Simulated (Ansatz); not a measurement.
# A hypothetical structure for Nb2BN, part 2 of 2

This structure for Nb2BN is made up. Its elements were placed in a known structure type with a cell scaled to their sizes. What cell does the guess relax to, and how far off was it?

Ansatz 0.2.0; DFT, r2SCAN, plane-wave PAW, files of the set soft_1, scalar-relativistic, no spin, cell and ions relaxed at zero pressure; PAW set soft_1 (the session's first sound run).

So far: Set-up; Relaxing cell and atoms. The relaxed cell has a = 3.182, c = 15.748 Å (conventional setting).

### Step 3. Electronic structure of the relaxed cell

With the geometry fixed, one more self-consistent run, with a narrower smearing and the mesh shown in its input, gives the bands, and its pressure, and its forces where symmetry allows any, show how far the geometry depends on these settings.

This step: DFT, r2SCAN, plane-wave PAW, files of the set soft_1, scalar-relativistic, no spin, bands and density of states at the relaxed cell; PAW set soft_1 (Ansatz 0.2.0).

The input, input.yaml:

```yaml
crystal:
  lattice:
    - [1.5911920919, 0.9186751826, 5.2493553269]
    - [-1.5911920919, 0.9186751826, 5.2493553269]
    - [0.0, -1.8373503652, 5.2493553269]
  atoms:
    - { symbol: Nb, position: [0.2523477368, 0.2523477368, 0.2523477368] }
    - { symbol: Nb, position: [0.7476522632, 0.7476522632, 0.7476522632] }
    - { symbol: "N", position: [0.5, 0.5, 0.5] }
    - { symbol: B, position: [0.0, 0.0, 0.0] }
kpoints:
  mp_grid: { grid: [12, 12, 12] }
  band_path:
    path:
      - [[0.0, 0.0, 0.0], [0.5, 0.0, 0.0], [0.5, 0.18708502, -0.18708502]]
      - [[0.81291498, 0.5, 0.18708502], [0.5, 0.5, 0.5], [0.0, 0.0, 0.0], [0.34354251, 0.0, -0.34354251]]
      - [[0.65645749, 0.34354251, 0.0], [0.5, 0.5, 0.0], [0.65645749, 0.65645749, 0.18708502], [0.5, 0.5, 0.5]]
      - [[0.5, 0.0, 0.0], [0.81291498, 0.34354251, 0.34354251]]
    npoints: 8
scf:
  occupations: { method: fermi_dirac, width: 0.03 }
  n_extra_bands: 8
hamiltonian:
  xc: r2scan
  pseudopotentials: { kind: paw, azcp: { folder: soft_1 } }
output:
  forces: true
  stress: true
  write_bands: true
  dos: { projected: true }
  write_density: true
  write_potential: true
  elf: true
  volumetric_format: npy
```

Run with:

```
$ ansatz run input.yaml --threads 4 --pin off --max-ram 8192MiB --backend cpu --events-out ev --progress --plain --runs-dir out
```

Numbers of over 12 decimals in the logs are rounded to 6 here.

Output:

```text
[...]
Crystal: 4 atoms, lattice volume = 46.041 Å³
Basis set: ecut = 500 eV, 1147 PW (Γ), FFT grids on a1−a2, a2, −a2+a3, exchange–correlation on 96×180×96 points (64 copies of the dense FFT grid, shifted against one another)
Bands: 25, of which v1, the nominal top of the filled ones, is band 17 counted from 1 (16 counted from 0)
Symmetry: 12 space group operations
[...]
k-points: 189 of 1728
[...]
SCF iter   1: F=—  HF=-9677.989721 eV  |F-HF|=—  |Δ(HF+E_count)|=         —  Δρ=1.49e-1  dr2=2.45e1  dr2_τ=9.45e-1  ethr=3.10e-3  ⟨swp⟩=6.0  Hψ=22002  notcnv=0
[...]
SCF iter   9: F=-9672.253753 eV  HF=-9672.253753 eV  |F-HF|=6.00e-8  |Δ(HF+E_count)|=   1.85e-6  Δρ=1.30e-5  dr2=6.74e-8  dr2_τ=7.94e-9  ethr=2.94e-10  ⟨swp⟩=13.1  Hψ=33388  notcnv=0
SCF 1 converged in 9 iterations: F = -9672.253753 eV  dr2 = 6.74e-8
[...]
NSCF: frozen V_eff on 76 k-points
SCF converged after 9 iterations
Free energy (F): -9672.253753 eV
[...]
Internal energy: -9672.249602 eV  (E = F + TS)
E sigma→0 (E₀):  -9672.251677 eV
Entropy (-TS):   -0.004152 eV (-1.038 meV/atom)
Fermi energy:    18.122581 eV
[...]
--- Forces (eV/Å), atoms counted from 1 ---
  atom   1  Nb     0.00000000     0.00000000    -0.07060026
  atom   2  Nb     0.00000000    -0.00000000     0.07060026
  atom   3  N      0.00000000     0.00000000     0.00000000
  atom   4  B     -0.00000000     0.00000000     0.00000000
  max |Σ_I F_I| component: 2.10e-30 eV/Å
--- Stress (GPa, compression-positive) ---
        0.051068       0.000000      -0.000000
        0.000000       0.051068       0.000000
       -0.000000       0.000000      -0.069341
  P = ⅓ Tr σ = 0.0109 GPa (0.109 kbar)
--- Band table (eV; the first three rows and the last of 189) ---
  k-point 0: bands = [... 13 lower, 16.8947, 16.9834, 16.9834, 17.0966, 17.7036, 17.7036, 18.5860, 18.5860, ... 4 higher]
  k-point 1: bands = [... 13 lower, 16.1933, 16.3624, 16.6391, 16.9005, 17.8778, 17.9863, 19.0193, 19.6356, ... 4 higher]
  k-point 2: bands = [... 13 lower, 14.8967, 15.5659, 16.1244, 16.8485, 18.3405, 18.6374, 19.6868, 19.8058, ... 4 higher]
  k-point 188: bands = [... 13 lower, 13.4322, 15.2150, 15.2150, 18.1494, 18.1494, 18.4976, 18.8469, 18.8469, ... 4 higher]
```

Wall time 7.5 s (4 threads of Intel Xeon Platinum 8488C (Sapphire Rapids), shared host); peak memory 0.7 GiB.

In the SCF lines HF is the Harris–Foulkes energy and dr2 the Hartree energy of the density residual, in eV; the loop may stop once dr2 is under the threshold and the program's other checks hold. Hψ counts applications of the Hamiltonian.

Numbers from this step:

```
free energy             : -9672.2538 eV
energy at zero smearing : -9672.2517 eV
smearing term TS        : 0.004152 eV
Fermi energy            : 18.12 eV
pressure                : 0.01093 GPa
```

bands.tsv at the labelled points (eV, zero at the Fermi level; the bands that come nearest the Fermi level along the path):

| point | band 14 | band 15 | band 16 | band 17 | band 18 | band 19 | band 20 | band 21 |
| --- | --- | --- | --- | --- | --- | --- | --- | --- |
| Γ | -1.23 | -1.14 | -1.14 | -1.03 | -0.42 | -0.42 | 0.46 | 0.46 |
| L | -5.07 | -3.70 | -2.69 | -1.24 | 0.55 | 2.68 | 2.78 | 2.98 |
| B1 | -4.11 | -4.10 | -3.19 | 0.22 | 0.98 | 2.19 | 2.19 | 2.96 |
| B | -4.11 | -4.10 | -3.19 | 0.22 | 0.98 | 2.19 | 2.19 | 2.96 |
| Z | -4.69 | -2.91 | -2.91 | 0.03 | 0.03 | 0.37 | 0.72 | 0.72 |
| Γ | -1.23 | -1.14 | -1.14 | -1.03 | -0.42 | -0.42 | 0.46 | 0.46 |
| X | -4.19 | -4.01 | -3.22 | 0.30 | 1.41 | 1.66 | 2.23 | 3.03 |
| Q | -4.19 | -4.01 | -3.22 | 0.30 | 1.41 | 1.66 | 2.23 | 3.03 |
| F | -4.01 | -3.55 | -1.66 | -1.21 | 2.07 | 2.30 | 2.37 | 3.28 |
| P1 | -4.05 | -3.73 | -1.69 | -1.52 | 1.94 | 2.25 | 2.41 | 3.14 |
| Z | -4.69 | -2.91 | -2.91 | 0.03 | 0.03 | 0.37 | 0.72 | 0.72 |
| L | -5.07 | -3.70 | -2.69 | -1.24 | 0.55 | 2.68 | 2.78 | 2.98 |
| P | -4.05 | -3.73 | -1.69 | -1.52 | 1.94 | 2.25 | 2.41 | 3.14 |

States per cell as run, both spins, in windows of 1 eV, from dos.tsv (zero at the Fermi level):

```
from  to  total
  -8  -7   0.51
  -7  -6   1.87
  -6  -5   3.67
  -5  -4   1.50
  -4  -3   3.02
  -3  -2   1.51
  -2  -1   0.83
  -1   0   1.33
   0   1   1.54
   1   2   2.73
   2   3   3.99
   3   4   3.21
```

A further 19.8 states lie below the table's range.

Force by atom:

| atom | x (eV/Å) | y (eV/Å) | z (eV/Å) | size |
| --- | --- | --- | --- | --- |
| Nb1 | 0.0000 | 0.0000 | -0.0706 | 0.0706 |
| Nb2 | 0.0000 | 0.0000 | 0.0706 | 0.0706 |
| N3 | 0.0000 | 0.0000 | 0.0000 | 0.0000 |
| B4 | 0.0000 | 0.0000 | 0.0000 | 0.0000 |

ELF in the ac plane of the conventional cell at fractional y = 0.000, with atoms of Nb and N and B within 0.2 Å of it. It is the smooth field of the valence electrons, not physical close to the nuclei.

Ten even steps from '0' (0.10) to '9' (0.74), each cell a mean:
```
35786422357874
98642223212478
32100122110012
00023566643100
44212466642234
57972112114887
67863345423687
32235789864322
12345555555432
11101233321011
87531112111367
47996200147996
78985200036998
55311123210245
11112233221111
12356666666431
54334688754344
57873234324886
78852122213687
22113577752112
00012344432100
44210122210134
99752222223589
12687533468852
```
Columns run along a (3.2 Å), rows up along c (15.7 Å), edges of the conventional cell, whose origin can differ from the input's. Atoms in or near the plane, at fractional coordinates: Nb at (0.00, 0.25), Nb at (0.00, 0.75), N at (0.00, 0.50), B at (0.00, 0.00).

Valence density in the ac plane of the conventional cell at fractional y = 0.000, with atoms of Nb and N and B within 0.2 Å of it. It is the smooth field of the valence electrons, not physical close to the nuclei.

Ten even steps from '_' (0.1 e/Å³) to '@' (4.7 e/Å³), each cell a mean:
```
......________________......
____________......__________
______________..____________
____________________________
::....__________________....
@@@@##--..__________..==%%@@
@@%%**--..__________..--##%%
....______________________..
____________________________
____________......__________
....______________________..
**++--..______________::==**
++==::..______________..--==
____________....____________
____________......__________
____________________________
--::..________________....::
@@@@##--..__________..==%%@@
%%##++::____________..--**%%
____________________________
____________________________
____________......__________
______________..____________
__......______________......
```
Columns run along a (3.2 Å), rows up along c (15.7 Å), edges of the conventional cell, whose origin can differ from the input's. Atoms in or near the plane, at fractional coordinates: Nb at (0.00, 0.25), Nb at (0.00, 0.75), N at (0.00, 0.50), B at (0.00, 0.00).

Electrostatic potential energy in the ac plane of the conventional cell at fractional y = 0.000, with atoms of Nb and N and B within 0.2 Å of it. With pseudopotentials it is smooth inside the atoms' cores, unlike the true potential.

Ten even steps from '0' (-44 eV) to '9' (19 eV), each cell a mean:
```
45689999999864
99998776788999
99998877789999
99999999999999
56789999999876
00147899986300
00247999986410
77889999999877
99999988899999
99998776788999
99998877789999
12589999999742
34689999999864
99998777788999
99998877789999
99999999999999
55689999998765
00136899986300
01257999987421
77899999999887
99999999999999
99998777788999
89998877789999
33589999999753
```
Columns run along a (3.2 Å; values clipped at the 3rd and 97th percentile), rows up along c (15.7 Å), edges of the conventional cell, whose origin can differ from the input's. Atoms in or near the plane, at fractional coordinates: Nb at (0.00, 0.25), Nb at (0.00, 0.75), N at (0.00, 0.50), B at (0.00, 0.00).

### Step 4. Outcome

| Quantity | Value |
| --- | --- |
| space group, relaxed | R-3m |
| conventional cell | a = 3.182, b = 3.182, c = 15.748 Å; α = 90.0°, β = 90.0°, γ = 120.0° |
| volume per atom | 11.51 Å³ (guess 9.67) |

Nb2BN relaxes to R-3m with a = 3.182, b = 3.182 and c = 15.748 Å. The guessed volume was 16 % too small. The space group R-3m was held in the relaxation, so the end point is a stationary structure within it and may be a saddle against distortions or other arrangements. Bands cross the Fermi level, so it is a metal or semimetal at this level. On the 12×12×12 mesh with the narrower smearing (relaxed on 10×10×10) the largest force component is 0.071 eV/Å and the largest stress component is 0.069 GPa, against the relaxation's thresholds of 0.015 eV/Å and 0.05 GPa. The cutoff wasn't tested. No dispersion term is used, so weakly bound directions may come out too long. The runs have no spin, and magnetism wasn't tested. Nothing here tests whether the compound is stable against decomposition.

[Logs are printed without paths, hosts, clocks, repeated set-up lines and the standing remarks that a program may print on its own settings, such as how far it seeks lower states.]

[Hosts, paths, dates, database ids (printed as entryN), source tags and the programs' standing remarks are cut or masked in the printed files.]
